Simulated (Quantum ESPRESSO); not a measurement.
## CoO: the choice of pseudopotential set

Aim: see how far moments and order energies of CoO move with the pseudopotential set, and what each rung costs.

Main program and level: Quantum ESPRESSO 7.5; PBE with U = 3.5 eV on Co d (ortho-atomic projectors); plane waves with GBRV 1.5 PBE potentials, no spin-orbit coupling (settings of the first rung).

### 1. The structure

Symmetry: Fm-3m, No. 225, cubic system. Conventional cell: a = 4.263 Å, b = 4.263 Å, c = 4.263 Å, α = 90.00°, β = 90.00°, γ = 90.00°. Co has 6 O at 2.13 Å nearest. Nearest to O lie 6 Co at 2.13 Å. Farther neighbours, and contacts between anions beyond the nearest, are not listed.

### 2. Rung 1, start ferro +

File pw.in:

```
&CONTROL
  calculation = 'scf'
  prefix = 'pwscf'
  outdir = './tmp'
  pseudo_dir = './pseudo'
  disk_io = 'nowf'
/
&SYSTEM
  ibrav = 0
  nat = 2
  ntyp = 2
  ecutwfc = 40
  ecutrho = 280
  nbnd = 20
  occupations = 'smearing'
  smearing = 'fd'
  degauss = 0.00367493
  nspin = 2
  starting_magnetization(1) = 0.1765
  starting_magnetization(2) = 0
/
&ELECTRONS
  conv_thr = 4d-09
  electron_maxstep = 150
  mixing_beta = 0.3
/
ATOMIC_SPECIES
Co     58.9332 co_pbe_v1.2.uspp.F.UPF
O      15.9990 o_pbe_v1.2.uspp.F.UPF
CELL_PARAMETERS angstrom
   0.0000000000    2.1315000000    2.1315000000
   2.1315000000    0.0000000000    2.1315000000
   2.1315000000    2.1315000000    0.0000000000
ATOMIC_POSITIONS crystal
Co      0.0000000000    0.0000000000    0.0000000000
O       0.5000000000    0.5000000000    0.5000000000
K_POINTS automatic
8 8 8 0 0 0
HUBBARD {ortho-atomic}
U Co-3d 3.5000
```

On the command line:

```bash
$ OMP_NUM_THREADS=1 mpirun -n 2 pw.x -nk 2 -in pw.in > pw.out
```

Output:

```text
Program PWSCF v.7.5 starts

     Message from routine setup:
     using ibrav=0 with symmetry is DISCOURAGED, use correct ibrav instead

     K-points division:     npool     =       2
     Subspace diagonalization in iterative solution of the eigenvalue problem:

     bravais-lattice index     =            0
     lattice parameter (alat)  =       5.6964  a.u.
     unit-cell volume          =     130.7021 (a.u.)^3
     number of atoms/cell      =            2
     number of atomic types    =            2
     number of electrons       =        23.00
     number of Kohn-Sham states=           20
     kinetic-energy cutoff     =      40.0000  Ry
     charge density cutoff     =     280.0000  Ry
     scf convergence threshold =      4.0E-09
     mixing beta               =       0.3000
     number of iterations used =            8  plain     mixing
     Exchange-correlation= SLA  PW   PBE  PBE
                           (   1   4   3   4   0   0   0)
     Hubbard projectors: ortho-atomic
     Hubbard parameters of DFT+U (Dudarev formulation) in eV:
     U(Co-3d) =  3.5000

     Internal variables: lda_plus_u =T, lda_plus_u_kind = 0

     Internal variables: orbital_resolved =F, hub_pot_fix =F, apply_U = F

     celldm(1)=   5.696383  celldm(2)=   0.000000  celldm(3)=   0.000000
     celldm(4)=   0.000000  celldm(5)=   0.000000  celldm(6)=   0.000000

     crystal axes: (cart. coord. in units of alat)
               a(1) = (   0.000000   0.707107   0.707107 )
               a(2) = (   0.707107   0.000000   0.707107 )
               a(3) = (   0.707107   0.707107   0.000000 )

     reciprocal axes: (cart. coord. in units 2 pi/alat)
               b(1) = ( -0.707107  0.707107  0.707107 )
               b(2) = (  0.707107 -0.707107  0.707107 )
               b(3) = (  0.707107  0.707107 -0.707107 )

     PseudoPot. # 1 for Co read from file:
     co_pbe_v1.2.uspp.F.UPF
     Pseudo is Ultrasoft + core correction, Zval = 17.0

     PseudoPot. # 2 for O  read from file:
     o_pbe_v1.2.uspp.F.UPF
     Pseudo is Ultrasoft + core correction, Zval =  6.0

     atomic species   valence    mass     pseudopotential
     Co               17.00    58.93320     Co( 1.00)
     O                 6.00    15.99900     O ( 1.00)

     Starting magnetic structure
     atomic species   magnetization
     Co              0.176
     O               0.000

     48 Sym. Ops., with inversion, found

   Cartesian axes

     site n.     atom                  positions (alat units)
         1        Co     tau(   1) = (   0.0000000   0.0000000   0.0000000  )
         2        O      tau(   2) = (   0.7071068   0.7071068   0.7071068  )

     number of k points=    29  Fermi-Dirac smearing, width (Ry)=  0.0037
                       cart. coord. in units 2pi/alat
        k(    1) = (   0.0000000   0.0000000   0.0000000), wk =   0.0019531
        k(    2) = (   0.0883883   0.0883883  -0.0883883), wk =   0.0156250
        k(    3) = (   0.1767767   0.1767767  -0.1767767), wk =   0.0156250
        k(    4) = (   0.2651650   0.2651650  -0.2651650), wk =   0.0156250
        k(    5) = (  -0.3535534  -0.3535534   0.3535534), wk =   0.0078125
        [... 24 further k-points ...]

     Dense  grid:    10417 G-vectors     FFT dimensions: (  32,  32,  32)

     Smooth grid:     4477 G-vectors     FFT dimensions: (  24,  24,  24)

     Check: negative core charge=   -0.000039
     Generating pointlists ...
     new r_m :   0.2917 (alat units)  1.6615 (a.u.) for type    1
     new r_m :   0.2917 (alat units)  1.6615 (a.u.) for type    2

     Initial potential from superposition of free atoms

     starting charge      22.0000, renormalised to      23.0000

     STARTING HUBBARD OCCUPATIONS:

     =================== HUBBARD OCCUPATIONS ===================
     ------------------------ ATOM    1 ------------------------
     Tr[ns(  1)] (up, down, total) =   5.00000  2.00000  7.00000
     Atomic magnetic moment for atom   1 =   3.00000
     [... lines left out ...]
     Number of occupied Hubbard levels =    7.0000

     Atomic wfc used for Hubbard projectors are orthogonalized

     Starting wfcs are   17 randomized atomic wfcs +    3 random wfcs

     Self-consistent Calculation

     iteration #  1     ecut=    40.00 Ry     beta= 0.30
     Davidson diagonalization with overlap
     ethr =  1.00E-02,  avg # of iterations =  4.9

     =================== HUBBARD OCCUPATIONS ===================
     ------------------------ ATOM    1 ------------------------
     Tr[ns(  1)] (up, down, total) =   4.64978  0.92045  5.57024
     Atomic magnetic moment for atom   1 =   3.72933
     [... lines left out ...]
     Number of occupied Hubbard levels =    5.5702

     total energy              =    -328.80273799 Ry
     estimated scf accuracy    <       6.04969988 Ry

     total magnetization       =     3.67 Bohr mag/cell
     absolute magnetization    =     3.76 Bohr mag/cell

     iteration #  2     ecut=    40.00 Ry     beta= 0.30
     Davidson diagonalization with overlap
     ethr =  1.00E-02,  avg # of iterations =  2.1

     total energy              =    -329.75687596 Ry
     estimated scf accuracy    <       5.09694758 Ry

     total magnetization       =     1.02 Bohr mag/cell
     absolute magnetization    =     1.06 Bohr mag/cell

     [... further iterations left out ...]

     iteration # 16     ecut=    40.00 Ry     beta= 0.30
     Davidson diagonalization with overlap
     ethr =  2.35E-10,  avg # of iterations =  1.0

     total energy              =    -330.59486321 Ry
     estimated scf accuracy    <       0.00000002 Ry

     total magnetization       =     2.99 Bohr mag/cell
     absolute magnetization    =     3.02 Bohr mag/cell

     iteration # 17     ecut=    40.00 Ry     beta= 0.30
     Davidson diagonalization with overlap
     ethr =  8.94E-11,  avg # of iterations =  2.0

     Magnetic moment per site  (integrated on atomic sphere of radius R)
     atom   1 (R=0.292)  charge= 14.5964  magn=  2.6083
     atom   2 (R=0.292)  charge=  5.7893  magn=  0.2764

     End of self-consistent calculation

     =================== HUBBARD OCCUPATIONS ===================
     ------------------------ ATOM    1 ------------------------
     Tr[ns(  1)] (up, down, total) =   4.97483  2.31039  7.28522
     Atomic magnetic moment for atom   1 =   2.66444
     [... lines left out ...]
     Number of occupied Hubbard levels =    7.2852

     [... lines left out ...]
     the Fermi energy is    13.1955 ev

!    total energy              =    -330.59486322 Ry
     estimated scf accuracy    <          7.9E-11 Ry
     smearing contrib. (-TS)   =      -0.00265733 Ry
     internal energy E=F+TS    =    -330.59220589 Ry

     The total energy is F=E-TS. E is the sum of the following terms:
     one-electron contribution =    -182.91684441 Ry
     hartree contribution      =     104.81028314 Ry
     xc contribution           =     -40.03795178 Ry
     ewald contribution        =    -212.56286172 Ry
     Hubbard energy            =       0.11516888 Ry

     total magnetization       =     2.99 Bohr mag/cell
     absolute magnetization    =     3.02 Bohr mag/cell

     convergence has been achieved in  17 iterations

=------------------------------------------------------------------------------=
   JOB DONE.
=------------------------------------------------------------------------------=
```

Wall time 10 s (2 MPI ranks of Arm Neoverse V1, shared host); peak memory 0.15 GiB; 20 s of CPU time.

Spin moment in the atom's sphere by atom:

```csv
atom,spin moment in the atom's sphere (μB)
Co1,2.61
O2,0.28
```

This step gave:

```yaml
magnetization: 2.987 μB
final_state: ferromagnetic
```

### 3. Rung 1, start antiferro q=(0,0,1/2) +-

The wavevector q is in fractions of the reciprocal vectors of the crystal's primitive cell, as the cells of these inputs are built from it; moments change sign between cells as cos(2π q·R).

File pw.in:

```
&CONTROL
  calculation = 'scf'
  prefix = 'pwscf'
  outdir = './tmp'
  pseudo_dir = './pseudo'
  disk_io = 'nowf'
/
&SYSTEM
  ibrav = 0
  nat = 4
  ntyp = 3
  ecutwfc = 40
  ecutrho = 280
  nbnd = 32
  occupations = 'smearing'
  smearing = 'fd'
  degauss = 0.00367493
  nspin = 2
  starting_magnetization(1) = 0.1765
  starting_magnetization(2) = -0.1765
  starting_magnetization(3) = 0
/
&ELECTRONS
  conv_thr = 8d-09
  electron_maxstep = 150
  mixing_beta = 0.3
/
ATOMIC_SPECIES
Co1    58.9332 co_pbe_v1.2.uspp.F.UPF
Co2    58.9332 co_pbe_v1.2.uspp.F.UPF
O      15.9990 o_pbe_v1.2.uspp.F.UPF
CELL_PARAMETERS angstrom
   0.0000000000    2.1315000000    2.1315000000
   2.1315000000    0.0000000000    2.1315000000
   4.2630000000    4.2630000000    0.0000000000
ATOMIC_POSITIONS crystal
Co1     0.0000000000    0.0000000000    0.0000000000
Co2     0.0000000000    0.0000000000    0.5000000000
O       0.5000000000    0.5000000000    0.2500000000
O       0.5000000000    0.5000000000    0.7500000000
K_POINTS automatic
8 8 4 0 0 0
HUBBARD {ortho-atomic}
U Co1-3d 3.5000
U Co2-3d 3.5000
```

Output:

```text
     [... lines left out ...]
Program PWSCF v.7.5 starts
     [... lines left out ...]
     number of atoms/cell      =            4
     [... lines left out ...]
     number of electrons       =        46.00
     number of Kohn-Sham states=           32
     kinetic-energy cutoff     =      40.0000  Ry
     charge density cutoff     =     280.0000  Ry
     scf convergence threshold =      8.0E-09
     [... lines left out ...]
     12 Sym. Ops., with inversion, found
     [... lines left out ...]
     number of k points=    35  Fermi-Dirac smearing, width (Ry)=  0.0037
     [... lines left out ...]
     iteration # 22     ecut=    40.00 Ry     beta= 0.30
     [... lines left out ...]
     Magnetic moment per site  (integrated on atomic sphere of radius R)
     atom   1 (R=0.292)  charge= 14.6058  magn=  2.5500
     atom   2 (R=0.292)  charge= 14.6057  magn= -2.5501
     atom   3 (R=0.292)  charge=  5.7818  magn=  0.0000
     atom   4 (R=0.292)  charge=  5.7818  magn=  0.0000
     [... lines left out ...]
     Tr[ns(  1)] (up, down, total) =   4.96274  2.34335  7.30609
     [... lines left out ...]
     Tr[ns(  2)] (up, down, total) =   2.34327  4.96274  7.30601
     [... lines left out ...]
     the Fermi energy is    13.1705 ev
!    total energy              =    -661.19546518 Ry
     estimated scf accuracy    <          4.6E-09 Ry
     smearing contrib. (-TS)   =      -0.00485103 Ry
     [... lines left out ...]
     total magnetization       =    -0.00 Bohr mag/cell
     absolute magnetization    =     5.44 Bohr mag/cell
     convergence has been achieved in  22 iterations
```

Run time: 48 s. Hardware: 2 MPI ranks; peak memory 0.24 GiB; 97 s of CPU time.

Spin moment in the atom's sphere by atom:

```csv
atom,spin moment in the atom's sphere (μB)
Co1,2.55
Co2,-2.55
O3,0.00
O4,0.00
```

Numbers from this step:

| Quantity | Value |
| --- | --- |
| magnetization | 0 μB |
| final state | antiferromagnetic |

### 4. Rung 2, start ferro +

File pw.in:

```
&CONTROL
  calculation = 'scf'
  prefix = 'pwscf'
  outdir = './tmp'
  pseudo_dir = './pseudo'
  disk_io = 'nowf'
/
&SYSTEM
  ibrav = 0
  nat = 2
  ntyp = 2
  ecutwfc = 55
  ecutrho = 440
  nbnd = 20
  occupations = 'smearing'
  smearing = 'fd'
  degauss = 0.00367493
  nspin = 2
  starting_magnetization(1) = 0.1765
  starting_magnetization(2) = 0
/
&ELECTRONS
  conv_thr = 4d-09
  electron_maxstep = 150
  mixing_beta = 0.3
/
ATOMIC_SPECIES
Co     58.9332 Co_pbe_v1.2.uspp.F.UPF
O      15.9990 O.pbe-n-kjpaw_psl.0.1.UPF
CELL_PARAMETERS angstrom
   0.0000000000    2.1315000000    2.1315000000
   2.1315000000    0.0000000000    2.1315000000
   2.1315000000    2.1315000000    0.0000000000
ATOMIC_POSITIONS crystal
Co      0.0000000000    0.0000000000    0.0000000000
O       0.5000000000    0.5000000000    0.5000000000
K_POINTS automatic
8 8 8 0 0 0
HUBBARD {ortho-atomic}
U Co-3d 3.5000
```

Output:

```text
     [... lines left out ...]
Program PWSCF v.7.5 starts
     [... lines left out ...]
     number of atoms/cell      =            2
     [... lines left out ...]
     number of electrons       =        23.00
     number of Kohn-Sham states=           20
     kinetic-energy cutoff     =      55.0000  Ry
     charge density cutoff     =     440.0000  Ry
     scf convergence threshold =      4.0E-09
     [... lines left out ...]
     48 Sym. Ops., with inversion, found
     [... lines left out ...]
     number of k points=    29  Fermi-Dirac smearing, width (Ry)=  0.0037
     [... lines left out ...]
     iteration # 15     ecut=    55.00 Ry     beta= 0.30
     [... lines left out ...]
     Magnetic moment per site  (integrated on atomic sphere of radius R)
     atom   1 (R=0.292)  charge= 14.5956  magn=  2.6066
     atom   2 (R=0.292)  charge=  5.7902  magn=  0.2716
     [... lines left out ...]
     Tr[ns(  1)] (up, down, total) =   4.97413  2.31101  7.28514
     [... lines left out ...]
     the Fermi energy is    13.1937 ev
!    total energy              =    -339.96510046 Ry
     estimated scf accuracy    <          3.7E-10 Ry
     smearing contrib. (-TS)   =      -0.00267815 Ry
     [... lines left out ...]
     total magnetization       =     2.98 Bohr mag/cell
     absolute magnetization    =     3.01 Bohr mag/cell
     convergence has been achieved in  15 iterations
```

Wall time 17 s (2 MPI ranks); peak memory 0.2 GiB.

Read from the output:

```
magnetization  : 2.983 μB
final state    : ferromagnetic
largest moment : 2.607 μB
```

### 5. Rung 2, start antiferro q=(0,0,1/2) +-

File pw.in:

```
&CONTROL
  calculation = 'scf'
  prefix = 'pwscf'
  outdir = './tmp'
  pseudo_dir = './pseudo'
  disk_io = 'nowf'
/
&SYSTEM
  ibrav = 0
  nat = 4
  ntyp = 3
  ecutwfc = 55
  ecutrho = 440
  nbnd = 32
  occupations = 'smearing'
  smearing = 'fd'
  degauss = 0.00367493
  nspin = 2
  starting_magnetization(1) = 0.1765
  starting_magnetization(2) = -0.1765
  starting_magnetization(3) = 0
/
&ELECTRONS
  conv_thr = 8d-09
  electron_maxstep = 150
  mixing_beta = 0.3
/
ATOMIC_SPECIES
Co1    58.9332 Co_pbe_v1.2.uspp.F.UPF
Co2    58.9332 Co_pbe_v1.2.uspp.F.UPF
O      15.9990 O.pbe-n-kjpaw_psl.0.1.UPF
CELL_PARAMETERS angstrom
   0.0000000000    2.1315000000    2.1315000000
   2.1315000000    0.0000000000    2.1315000000
   4.2630000000    4.2630000000    0.0000000000
ATOMIC_POSITIONS crystal
Co1     0.0000000000    0.0000000000    0.0000000000
Co2     0.0000000000    0.0000000000    0.5000000000
O       0.5000000000    0.5000000000    0.2500000000
O       0.5000000000    0.5000000000    0.7500000000
K_POINTS automatic
8 8 4 0 0 0
HUBBARD {ortho-atomic}
U Co1-3d 3.5000
U Co2-3d 3.5000
```

Output:

```text
     [... lines left out ...]
Program PWSCF v.7.5 starts
     [... lines left out ...]
     number of atoms/cell      =            4
     [... lines left out ...]
     number of electrons       =        46.00
     number of Kohn-Sham states=           32
     kinetic-energy cutoff     =      55.0000  Ry
     charge density cutoff     =     440.0000  Ry
     scf convergence threshold =      8.0E-09
     [... lines left out ...]
     12 Sym. Ops., with inversion, found
     [... lines left out ...]
     number of k points=    35  Fermi-Dirac smearing, width (Ry)=  0.0037
     [... lines left out ...]
     iteration # 19     ecut=    55.00 Ry     beta= 0.30
     [... lines left out ...]
     Magnetic moment per site  (integrated on atomic sphere of radius R)
     atom   1 (R=0.292)  charge= 14.6049  magn=  2.5492
     atom   2 (R=0.292)  charge= 14.6050  magn= -2.5492
     atom   3 (R=0.292)  charge=  5.7827  magn= -0.0000
     atom   4 (R=0.292)  charge=  5.7827  magn= -0.0000
     [... lines left out ...]
     Tr[ns(  1)] (up, down, total) =   4.96269  2.34362  7.30631
     [... lines left out ...]
     Tr[ns(  2)] (up, down, total) =   2.34363  4.96269  7.30632
     [... lines left out ...]
     the Fermi energy is    13.1723 ev
!    total energy              =    -679.93627011 Ry
     estimated scf accuracy    <          3.0E-09 Ry
     smearing contrib. (-TS)   =      -0.00485328 Ry
     [... lines left out ...]
     total magnetization       =     0.00 Bohr mag/cell
     absolute magnetization    =     5.44 Bohr mag/cell
     convergence has been achieved in  19 iterations
```

Run time: 79 s. Hardware: 2 MPI ranks; peak memory 0.39 GiB.

This step gave:

| Quantity | Value |
| --- | --- |
| magnetization | 0 μB |
| final state | antiferromagnetic |
| largest moment | 2.549 μB |

### 6. Rung 3, start ferro +

File pw.in:

```
&CONTROL
  calculation = 'scf'
  prefix = 'pwscf'
  outdir = './tmp'
  pseudo_dir = './pseudo'
  disk_io = 'nowf'
/
&SYSTEM
  ibrav = 0
  nat = 2
  ntyp = 2
  ecutwfc = 70
  nbnd = 20
  occupations = 'smearing'
  smearing = 'fd'
  degauss = 0.00367493
  nspin = 2
  starting_magnetization(1) = 0.1765
  starting_magnetization(2) = 0
/
&ELECTRONS
  conv_thr = 4d-09
  electron_maxstep = 150
  mixing_beta = 0.3
/
ATOMIC_SPECIES
Co     58.9332 Co_ONCV_PBE-1.2.upf
O      15.9990 O_ONCV_PBE-1.2.upf
CELL_PARAMETERS angstrom
   0.0000000000    2.1315000000    2.1315000000
   2.1315000000    0.0000000000    2.1315000000
   2.1315000000    2.1315000000    0.0000000000
ATOMIC_POSITIONS crystal
Co      0.0000000000    0.0000000000    0.0000000000
O       0.5000000000    0.5000000000    0.5000000000
K_POINTS automatic
8 8 8 0 0 0
HUBBARD {ortho-atomic}
U Co-3d 3.5000
```

Output:

```text
     [... lines left out ...]
Program PWSCF v.7.5 starts
     [... lines left out ...]
     Error in routine determine_hubbard_occ (1):
     no atomic wavefunctions in pseudopotential file for species #Co
use a pseudopotential file with atomic wavefunctions!
     stopping ...
```

Run time: 0.76 s. Hardware: 2 MPI ranks; peak memory 0.05 GiB; 0.98 s of CPU time.

The input was rejected at the start.

The program's message: “determine_hubbard_occ (1): no atomic wavefunctions in pseudopotential file for species #Co”

### 7. Rung 3, start antiferro q=(0,0,1/2) +-

File pw.in:

```
&CONTROL
  calculation = 'scf'
  prefix = 'pwscf'
  outdir = './tmp'
  pseudo_dir = './pseudo'
  disk_io = 'nowf'
/
&SYSTEM
  ibrav = 0
  nat = 4
  ntyp = 3
  ecutwfc = 70
  nbnd = 32
  occupations = 'smearing'
  smearing = 'fd'
  degauss = 0.00367493
  nspin = 2
  starting_magnetization(1) = 0.1765
  starting_magnetization(2) = -0.1765
  starting_magnetization(3) = 0
/
&ELECTRONS
  conv_thr = 8d-09
  electron_maxstep = 150
  mixing_beta = 0.3
/
ATOMIC_SPECIES
Co1    58.9332 Co_ONCV_PBE-1.2.upf
Co2    58.9332 Co_ONCV_PBE-1.2.upf
O      15.9990 O_ONCV_PBE-1.2.upf
CELL_PARAMETERS angstrom
   0.0000000000    2.1315000000    2.1315000000
   2.1315000000    0.0000000000    2.1315000000
   4.2630000000    4.2630000000    0.0000000000
ATOMIC_POSITIONS crystal
Co1     0.0000000000    0.0000000000    0.0000000000
Co2     0.0000000000    0.0000000000    0.5000000000
O       0.5000000000    0.5000000000    0.2500000000
O       0.5000000000    0.5000000000    0.7500000000
K_POINTS automatic
8 8 4 0 0 0
HUBBARD {ortho-atomic}
U Co1-3d 3.5000
U Co2-3d 3.5000
```

Output:

```text
     [... lines left out ...]
Program PWSCF v.7.5 starts
     [... lines left out ...]
     Error in routine determine_hubbard_occ (1):
     no atomic wavefunctions in pseudopotential file for species #Co
use a pseudopotential file with atomic wavefunctions!
     stopping ...
```

Elapsed: 0.77 s, on 2 MPI ranks; peak memory 0.05 GiB.

The program refused the input before any cycle.

The program's message: “determine_hubbard_occ (1): no atomic wavefunctions in pseudopotential file for species #Co”

(Continued in part 2 of 2.)

[Long decimals in the printed logs are rounded to 6 places.]

[Logs and program files are shortened in this print: banners, set-up blocks, solver, clock and traceback lines can be left out without a mark of their own.]

[Logs are printed without paths, hosts, clocks, repeated set-up lines and the standing remarks that a program may print on its own settings, such as how far it seeks lower states.]

[Hosts, paths, dates, database ids (printed as entryN), source tags and the programs' standing remarks are cut or masked in the printed files.]

[Where the starting crystal was built by hand or by swapping elements, it need not be the compound's stable phase.]

[Where a cell is said to come from a database of computed structures, the database is the Materials Project.]

[Lattice constants that a cell's source calls measured were typed from memory.]
